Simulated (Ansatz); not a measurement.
# NdV3: relaxing a made-up structure, part 2 of 2

This structure for NdV3 is made up. Its elements were placed in a known structure type with a cell scaled to their sizes. What cell does the guess relax to, and how far off was it?

Ansatz 0.2.0; DFT, PBEsol, plane-wave PAW, default files, scalar-relativistic, ferromagnetic start, cell and ions relaxed at zero pressure (the session's first sound run).

So far, absolute magnetization (μB): step 2 (relaxation of the guess) 5.73. The relaxed cell has a = 3.977 Å (conventional setting).

In doubt: a part-filled 4f shell, where there is one, can sit in one of many states, so energies may not be the lowest and differences between runs may mislead; derivatives with an open 4f shell can jump between states, which bears on forces and vibrations.

## 3. Bands of the relaxed cell

With the geometry fixed, one more self-consistent run, with a narrower smearing and the mesh shown in its input, gives the bands, and its pressure, and its forces where symmetry allows any, show how far the geometry depends on these settings.

This step: DFT, PBEsol, plane-wave PAW, default files, scalar-relativistic, ferromagnetic start, bands and density of states at the relaxed cell (Ansatz 0.2.0).

input.yaml reads:

```yaml
crystal:
  lattice:
    - [3.9767453703, 0.0, 0.0]
    - [0.0, 3.9767453703, 0.0]
    - [0.0, 0.0, 3.9767453703]
  atoms:
    - { symbol: Nd, position: [0.0, 0.0, 0.0], spin: 3.0 }
    - { symbol: V, position: [0.5, 0.5, 0.0], spin: 0.7 }
    - { symbol: V, position: [0.0, 0.5, 0.5], spin: 0.7 }
    - { symbol: V, position: [0.5, 0.0, 0.5], spin: 0.7 }
magnetization:
  spin_polarized: true
kpoints:
  mp_grid: { grid: [8, 8, 8] }
  band_path:
    path:
      - [[0.0, 0.0, 0.0], [0.0, 0.5, 0.0], [0.5, 0.5, 0.0], [0.0, 0.0, 0.0], [0.5, 0.5, 0.5], [0.0, 0.5, 0.0]]
      - [[0.5, 0.5, 0.0], [0.5, 0.5, 0.5]]
    npoints: 13
scf:
  occupations: { method: fermi_dirac, width: 0.03 }
  n_extra_bands: 11
hamiltonian:
  xc: pbesol
  pseudopotentials: { kind: paw }
output:
  forces: true
  stress: true
  write_bands: true
  dos: { projected: true }
  write_density: true
  write_potential: true
  elf: true
  volumetric_format: npy
```

Launch:

```sh
$ ansatz run input.yaml --threads 4 --pin off --max-ram 10240MiB --backend cpu --events-out ev --progress --plain --runs-dir out
```

Numbers of over 12 decimals in the logs are rounded to 6 here.

The program printed:

```text
[...]
Nd: projections on atomic orbitals take those of the free atom [Kr 4d10] 4f4 5s2 5p6 5d0 6s2, of charge +0.00 (hamiltonian.pseudopotentials.projection_atoms); the dataset's partial waves leave at most 1.1e-3 of an orbital's norm unspanned inside its sphere
[...]
Crystal: 4 atoms, lattice volume = 62.890 Å³
Basis set: ecut = 420 eV, 1237 PW (Γ), exchange–correlation on 54×54×54 points (8 copies of the dense FFT grid, shifted against one another)
Bands: 38, of which v1, the nominal top of the filled ones, is band 27 counted from 1 (26 counted from 0)
Symmetry: 48 space group operations
[...]
k-points: 35 of 512
[...]
Starting moments: Σ|m| = 5.1 μB on 4 of 4 sites
[...]
SCF iter   1: F=—  HF=-15891.198401 eV  |F-HF|=—  |Δ(HF+E_count)|=         —  Δρ=7.83e-2 (↑7.83e-2 ↓4.43e-2)  dr2=7.20e0  dr2_m=7.76e-1  M=4.116 μB ∫|m|=4.116 μB  β_m=0.30  ethr=3.10e-3  ⟨swp⟩=5.2  Hψ=9035  notcnv=0
[...]
SCF iter   7: F=—  HF=-15889.008538 eV  |F-HF|=—  |Δ(HF+E_count)|=         —  Δρ=7.98e-3 (↑7.98e-3 ↓1.29e-3)  dr2=8.48e-3  dr2_m=1.02e-2  M=5.773 μB ∫|m|=5.775 μB  β_m=0.92  ethr=3.66e-6  ⟨swp⟩=2.4  Hψ=4230  notcnv=0  defer=178
[...]
iteration 7: the lowest order of the open f orbitals that was found in this iteration's bands is taken; no other order was found there
SCF iter   8: F=—  HF=-15889.085874 eV  |F-HF|=—  |Δ(HF+E_count)|=         —  Δρ=2.93e-2 (↑2.93e-2 ↓2.91e-3)  dr2=8.04e-1  dr2_m=1.09e-1  M=5.902 μB ∫|m|=5.903 μB  β_m=0.92  ethr=3.66e-6  ⟨swp⟩=3.3  Hψ=5510  notcnv=0  defer=178
[...]
SCF iter  32: F=-15889.252375 eV  HF=-15889.252375 eV  |F-HF|=7.01e-9  |Δ(HF+E_count)|=   1.42e-9  Δρ=2.59e-6 (↑2.59e-6 ↓6.62e-7)  dr2=7.12e-9  dr2_m=8.76e-10  M=5.605 μB ∫|m|=5.606 μB  ethr=8.45e-12  ⟨swp⟩=5.1  Hψ=13261  notcnv=0
SCF 1 converged in 32 iterations: F = -15889.252375 eV  dr2 = 7.12e-9
[...]
NSCF: frozen V_eff on 80 k-points
SCF converged after 32 iterations
an eigenvalue changed by more than its tolerance at an iteration that met the thresholds in force, so the SCF went on 1 time: the last check found none over its tolerance
Magnetization: 5.6054 μB (29.3027 up, 23.6973 down)
Absolute magnetization: 5.6062 μB (∫|ρ↑−ρ↓|, with the PAW one-centre terms)
[...]
Per-site moments (μB) at R_I (Å): [(3.037351, 1.159943), (0.667652, 1.159943), (0.667652, 1.159943), (0.667652, 1.159943)]
Free energy (F): -15889.252375 eV
[...]
Internal energy: -15889.231193 eV  (E = F + TS)
E sigma→0 (E₀):  -15889.241784 eV
Entropy (-TS):   -0.021182 eV (-5.295 meV/atom)
Fermi energy:    17.410873 eV
[...]
--- Stress (GPa, compression-positive) ---
       -0.082532       0.000000      -0.000000
       -0.000000      -0.082532       0.000000
        0.000000       0.000000      -0.082532
  P = ⅓ Tr σ = -0.0825 GPa (-0.825 kbar)
--- Band table (eV; the first three rows and the last of 70) ---
  k-point 0 ↑: bands = [... 23 lower, 17.2457, 17.2457, 17.2457, 17.3398, 17.3398, 17.3398, 17.5613, 17.5613, ... 7 higher]
  k-point 1 ↑: bands = [... 23 lower, 17.1130, 17.1130, 17.1378, 17.2015, 17.5323, 17.5323, 17.5340, 17.5753, ... 7 higher]
  k-point 2 ↑: bands = [... 23 lower, 16.7201, 17.0095, 17.0095, 17.0679, 17.4496, 17.4496, 17.4514, 17.9346, ... 7 higher]
  k-point 34 ↓: bands = [... 23 lower, 17.4238, 17.9972, 17.9972, 17.9972, 18.3958, 18.3958, 19.1583, 19.1583, ... 7 higher]
```

It took 20 s on 4 threads of Intel Xeon Platinum 8488C (Sapphire Rapids), shared host; peak memory 0.55 GiB.

Numbers from this step:

```yaml
free_energy: -15889.2524 eV
energy_at_zero_smearing: -15889.2418 eV
smearing_term_ts: 0.02118 eV
magnetization: 5.605 μB
absolute_magnetization: 5.606 μB
site_moments: 3.037, 0.6677, 0.6677, 0.6677 μB
pressure: -0.08253 GPa
```

From bands.tsv, the bands that come nearest the Fermi level along the path, at its corners, in eV from the Fermi level:

| point | band_27_up | band_28_up | band_29_up | band_30_up | band_21_dn | band_22_dn | band_23_dn | band_25_dn |
| --- | --- | --- | --- | --- | --- | --- | --- | --- |
| Γ | -0.07 | -0.07 | 0.15 | 0.15 | -2.25 | -2.25 | 0.65 | 0.65 |
| X | -0.46 | -0.46 | -0.03 | 0.49 | -0.73 | -0.70 | -0.70 | -0.12 |
| M | -0.66 | -0.34 | -0.34 | -0.33 | -0.63 | -0.63 | -0.21 | -0.16 |
| Γ | -0.07 | -0.07 | 0.15 | 0.15 | -2.25 | -2.25 | 0.65 | 0.65 |
| R | -0.06 | -0.06 | -0.06 | 0.07 | 0.01 | 0.01 | 0.01 | 0.59 |
| X | -0.46 | -0.46 | -0.03 | 0.49 | -0.73 | -0.70 | -0.70 | -0.12 |
| M | -0.66 | -0.34 | -0.34 | -0.33 | -0.63 | -0.63 | -0.21 | -0.16 |
| R | -0.06 | -0.06 | -0.06 | 0.07 | 0.01 | 0.01 | 0.01 | 0.59 |

Spin density in the ac plane at fractional y = 0.000, with atoms of Nd and V within 0.2 Å of it.

Ten even steps from '_' (0.0 e/Å³) to '@' (4.6 e/Å³), each cell a mean:
```
##++..__________________::++
--::____________________..::
____________________________
____________________________
____________________________
____________________________
____________....____________
______________..____________
____________________________
____________________________
____________________________
....______________________..
**==..__________________::++
@@**..__________________--##
```
Columns run along a (4.0 Å), rows up along c (4.0 Å). Atoms in or near the plane, at fractional coordinates: Nd at (0.00, 0.00), V at (0.50, 0.50).

Electrostatic potential energy in the ac plane at fractional y = 0.000, with atoms of Nd and V within 0.2 Å of it. With pseudopotentials it is smooth inside the atoms' cores, unlike the true potential.

Ten even steps from '0' (-22 eV) to '9' (19 eV), each cell a mean:
```
00147999997300
00258999997410
23578888888743
67888755678877
89987321247899
99985122226899
99984134215899
99984123225899
99986211137899
77888644578887
34688888888754
01368999998521
00147999997300
00037999986200
```
Columns run along a (4.0 Å; values clipped at the 3rd and 97th percentile), rows up along c (4.0 Å). Atoms in or near the plane, at fractional coordinates: Nd at (0.00, 0.00), V at (0.50, 0.50).

ELF in the ac plane at fractional y = 0.000, with atoms of Nd and V within 0.2 Å of it. It is the smooth field of the valence electrons, not physical close to the nuclei.

Ten even steps from '_' (0.10) to '@' (0.84), each cell a mean:
```
--##@@##::..--==::..--%%@@**
@@@@@@++::..----::..::##@@@@
%%%%**--..............==##%%
----::..____......____..::--
......____--++**++::__......
::::::__..**%%%%%%++....::::
====--__::##%%%%%%**....--==
----::__::##%%%%%%++....----
......__..==####**--__......
::::....__..::::..____..::::
####++::..__________..--++##
@@@@%%++....::--::..::**@@@@
++%%@@##::..--==::..--%%@@##
__++@@##::..--==::..--%%@@--
```
Columns run along a (4.0 Å), rows up along c (4.0 Å). Atoms in or near the plane, at fractional coordinates: Nd at (0.00, 0.00), V at (0.50, 0.50).

## 4. Summary of results

| Property | Result |
| --- | --- |
| space group, relaxed | Pm-3m |
| conventional cell | a = 3.977, b = 3.977, c = 3.977 Å; α = 90.0°, β = 90.0°, γ = 90.0° |
| volume per atom | 15.72 Å³ (guess 17.62) |
| total moment | 5.73 μB in the cell of 4 atoms |

In words: NdV3 relaxes to Pm-3m with a = 3.977, b = 3.977 and c = 3.977 Å. The guessed volume was 12 % too large. The space group Pm-3m was held in the relaxation, so the end point is a stationary structure within it and may be a saddle against distortions or other arrangements. The input starts from parallel moments, and no other start was typed. The f shell may be open and has no Hubbard U, so its place in energy and the volume are uncertain. The electronic state may lie above the lowest one. Bands cross the Fermi level, so it is a metal or semimetal at this level. On the 8×8×8 mesh with the narrower smearing (relaxed on 7×7×7) the forces vanish, as symmetry may demand, and the largest stress component is 0.083 GPa, against the relaxation's thresholds of 0.015 eV/Å and 0.05 GPa. The cutoff wasn't tested. Spin-orbit coupling is left out, which can matter for elements this heavy. No dispersion term is used, so weakly bound directions may come out too long. Nothing here tests whether the compound is stable against decomposition.

[Logs are printed without paths, hosts, clocks, repeated set-up lines and the standing remarks that a program may print on its own settings, such as how far it seeks lower states.]

[Hosts, paths, dates, database ids (printed as entryN), source tags and the programs' standing remarks are cut or masked in the printed files.]
